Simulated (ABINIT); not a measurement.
# BaH2 (P6_3/mmc): G0W0 in ABINIT against the bands in the self-energy, part 2 of 2

Wanted: the cheapest bands in the self-energy that holds the gap of BaH2 (P6_3/mmc).

ABINIT 10.8.3; PBEsol and many-body steps on it, plane waves. Known limits of the many-body steps: not at the basis limit; no spin-orbit coupling; coarse k mesh.

So far. Step 2 (Screening, 3×3×2 mesh, 491 bands, screening to 217.7 eV): Local fields lower ε∞ by 10 %. On a Γ-centred mesh this coarse the value itself is usually too large, while a short band sum pulls it down.

### 6. 133 bands

Level of this step: G0W0 on PBEsol, plane waves, norm-conserving pseudopotentials (ABINIT).

The self-energy is evaluated for the states that the input lists, and the levels follow from it, in one-shot runs by the linearised quasiparticle equation.

Contents of run.abi:

```
acell 3*1.0 Angstrom
rprim 
  4.462025052349 0.000000000014 0.000000000000
  -2.231012526186 3.864227047650 0.000000000000
  0.000000000000 0.000000000000 6.055292590000
ntypat 2
znucl 56 1
natom 6
typat 1 1 2 2 2 2
xred 
  0.666666666667 0.333333333333 0.750000000000
  0.333333333333 0.666666666667 0.250000000000
  0.333333333333 0.666666666667 0.750000000000
  0.666666666667 0.333333333333 0.250000000000
  0.000000000000 0.000000000000 0.500000000000
  0.000000000000 0.000000000000 0.000000000000
pp_dirpath "pseudos"
pseudos "Ba.upf, H.upf"
ecut 32
ngkpt 3 3 2
nshiftk 1
shiftk 0 0 0
kptopt 1
chksymbreak 0
istwfk *1
occopt 1
irdwfk 1
optdriver 4
nband 133
gwcalctyp 0
ecutsigx 32
symsigma 1
nkptgw 2
kptgw 
  0.0000000000 0.0000000000 0.0000000000
  0.3333333333 0.3333333333 0.5000000000
bdgw 
  11 14
  11 14
ecuteps 8
irdscr 1
ppmodel 1
indata_prefix "in"
outdata_prefix "out"
tmpdata_prefix "tmp"
```

Launch:

```bash
$ OMP_NUM_THREADS=1 mpirun -n 4 abinit run.abi > log
```

What it wrote:

```text
.Version 10.8.3 of ABINIT. v10.8.2 released Aug 2026.

 Symmetries : space group P6_3/m m c (#194); Bravais hP (primitive hexag.)
[... echo of the input left out ...]
== DATASET  1 ==================================================================
-   mpi_nproc: 4, omp_nthreads: 1 (-1 if OMP is not activated)

--- !DatasetInfo
iteration_state: {dtset: 1, }
dimensions: {natom: 6, nkpt: 6, mband: 133, nsppol: 1, nspinor: 1, nspden: 1, mpw: 6126, }
cutoff_energies: {ecut:  32.0, pawecutdg:  -1.0, }
[...]
Band     E0 <VxcDFT>   SigX SigC(E0)      Z dSigC/dE  Sig(E)    E-E0       E
[...]
13   5.605  -8.695  -4.279  -3.651   0.814  -0.229  -8.072   0.622   6.227
       14   5.605  -8.695  -4.279  -3.651   0.814  -0.229  -8.072   0.622   6.227

== END DATASET(S) ==============================================================
================================================================================

 -outvars: echo values of variables after computation  --------
           etotal      0.0000000000E+00
            nband         133
             nkpt           6
          spgroup         194
 [... the other variables as echoed above ...]

 Calculation completed.
```

It took 73 s on 4 MPI ranks of Intel Xeon Platinum 8259CL at 2.50GHz (Skylake/Cascade Lake), shared host; peak memory 2 GiB.

This step gave:

```
G0W0 gap on the points computed              : 3.030 eV
starting gap on the mesh                     : 1.473 eV
k of the valence top                         : 0, 0, 0
k of the conduction bottom                   : 0.3333, 0.3333, 0.5
least direct G0W0 gap on the computed points : 4.337 eV
```

The gap on the mesh goes from 1.47 eV to 3.03 eV, a correction of +1.56 eV.

### 7. 293 bands

run.abi, as its differences from that of step 6:

```diff
@@ -28,3 +28,3 @@
 optdriver 4
-nband 133
+nband 293
 gwcalctyp 0
```

What it wrote:

```text
.Version 10.8.3 of ABINIT. v10.8.2 released Aug 2026.

 Symmetries : space group P6_3/m m c (#194); Bravais hP (primitive hexag.)
[... echo of the input left out ...]
== DATASET  1 ==================================================================
-   mpi_nproc: 4, omp_nthreads: 1 (-1 if OMP is not activated)

--- !DatasetInfo
iteration_state: {dtset: 1, }
dimensions: {natom: 6, nkpt: 6, mband: 293, nsppol: 1, nspinor: 1, nspden: 1, mpw: 6126, }
cutoff_energies: {ecut:  32.0, pawecutdg:  -1.0, }
[...]
Band     E0 <VxcDFT>   SigX SigC(E0)      Z dSigC/dE  Sig(E)    E-E0       E
[...]
13   5.605  -8.695  -4.279  -3.779   0.813  -0.230  -8.178   0.517   6.122
       14   5.605  -8.695  -4.279  -3.779   0.813  -0.230  -8.178   0.517   6.122

== END DATASET(S) ==============================================================
================================================================================

 -outvars: echo values of variables after computation  --------
           etotal      0.0000000000E+00
            nband         293
             nkpt           6
          spgroup         194
 [... the other variables as echoed above ...]

 Calculation completed.
```

It took 2.5 min on 4 MPI ranks; peak memory 2.8 GiB; 9.8 min of CPU time.

This step gave:

```yaml
g0w0_gap_on_the_points_computed: 3.061 eV
starting_gap_on_the_mesh: 1.473 eV
k_of_the_valence_top: 0, 0, 0
k_of_the_conduction_bottom: 0.3333, 0.3333, 0.5
least_direct_g0w0_gap_on_the_computed_points: 4.355 eV
```

Against the run before, the gap moves by +0.031 eV.

### 8. 491 bands

run.abi, as its differences from that of step 7:

```diff
@@ -28,3 +28,3 @@
 optdriver 4
-nband 293
+nband 491
 gwcalctyp 0
```

What it wrote:

```text
.Version 10.8.3 of ABINIT. v10.8.2 released Aug 2026.

 Symmetries : space group P6_3/m m c (#194); Bravais hP (primitive hexag.)
[... echo of the input left out ...]
== DATASET  1 ==================================================================
-   mpi_nproc: 4, omp_nthreads: 1 (-1 if OMP is not activated)

--- !DatasetInfo
iteration_state: {dtset: 1, }
dimensions: {natom: 6, nkpt: 6, mband: 491, nsppol: 1, nspinor: 1, nspden: 1, mpw: 6126, }
cutoff_energies: {ecut:  32.0, pawecutdg:  -1.0, }
[...]
Band     E0 <VxcDFT>   SigX SigC(E0)      Z dSigC/dE  Sig(E)    E-E0       E
[...]
13   5.605  -8.695  -4.279  -3.816   0.813  -0.230  -8.208   0.487   6.091
       14   5.605  -8.695  -4.279  -3.816   0.813  -0.230  -8.208   0.487   6.091

== END DATASET(S) ==============================================================
================================================================================

 -outvars: echo values of variables after computation  --------
           etotal      0.0000000000E+00
            nband         491
             nkpt           6
          spgroup         194
 [... the other variables as echoed above ...]

 Calculation completed.
```

Elapsed: 4.7 min, on 4 MPI ranks; peak memory 3.8 GiB.

This step gave:

```
G0W0 gap on the points computed              : 3.065 eV
starting gap on the mesh                     : 1.473 eV
k of the valence top                         : 0, 0, 0
k of the conduction bottom                   : 0.3333, 0.3333, 0.5
least direct G0W0 gap on the computed points : 4.356 eV
```

Against the run before, the gap moves by +0.004 eV.

### 9. Side by side

Times are wall times on 4 MPI ranks of Intel Xeon Platinum 8259CL at 2.50GHz (Skylake/Cascade Lake), shared host, good to a factor of about two. A run's time includes the screening step that it read.

| run | mesh | bands | screening cutoff (eV) | DFT gap (eV) | gap on the mesh (eV) | direct (eV) | ε∞ used | time |
| --- | --- | --- | --- | --- | --- | --- | --- | --- |
| 20 bands | 3×3×2 | 20 | 217.7 | 1.473 | 2.948 | 4.459 | 5.84 | 6.1 min |
| 27 bands | 3×3×2 | 27 | 217.7 | 1.473 | 2.929 | 4.390 | 5.84 | 6.2 min |
| 54 bands | 3×3×2 | 54 | 217.7 | 1.473 | 2.930 | 4.291 | 5.84 | 6.3 min |
| 133 bands | 3×3×2 | 133 | 217.7 | 1.473 | 3.030 | 4.337 | 5.84 | 7 min |
| 293 bands | 3×3×2 | 293 | 217.7 | 1.473 | 3.061 | 4.355 | 5.84 | 8.2 min |
| 491 bands | 3×3×2 | 491 | 217.7 | 1.473 | 3.065 | 4.356 | 5.84 | 10 min |

### 10. Results

- 20 bands: 2.948 eV
- 27 bands: 2.929 eV
- 54 bands: 2.930 eV
- 133 bands: 3.030 eV
- 293 bands: 3.061 eV
- 491 bands: 3.065 eV
- known limits: not at the basis limit; no spin-orbit coupling; coarse k mesh

**Reading.** The setting moved: bands in the self-energy. From 20 bands to 491 bands the gap moves by +0.12 eV. It holds to 0.03 eV from 293 bands on. Bands and screening cutoff are coupled, so a series along one setting does not show full convergence. Bands and cutoff are finite, so the gap is not at the basis limit. The miss can reach some tenths of an eV and take either sign; the mesh is an error of its own. In the G0W0 runs levels were corrected at 2 k points alone, so a gap called «on the mesh» is the least over those, and an edge elsewhere would be missed. The 3×3×2 mesh is coarse for this cell, which bears on the long-range parts of exchange and screening. The many-body steps are scalar-relativistic: spin-orbit coupling is not in them.

[Paths, hosts, dates, memory and timing lines, banners, echoed tables and standing remarks are left out of the program output.]

[Logs are printed without paths, hosts, clocks, repeated set-up lines and the standing remarks that a program may print on its own settings, such as how far it seeks lower states.]

[Runs of the session that timed out or met a known fault of the program may be left out.]

[Hosts, paths, dates, database ids (printed as entryN), source tags and the programs' standing remarks are cut or masked in the printed files.]

[G0W0 gaps are taken among the corrected bands and points alone; a level outside them can change the order at an edge.]

[Where Ansatz stands beside ABINIT at settings called matched, ABINIT's density can come from a denser mesh and the files from another edition; pairs whose starting gaps differed by over 0.03 eV were left out, so agreement reads better than it is.]
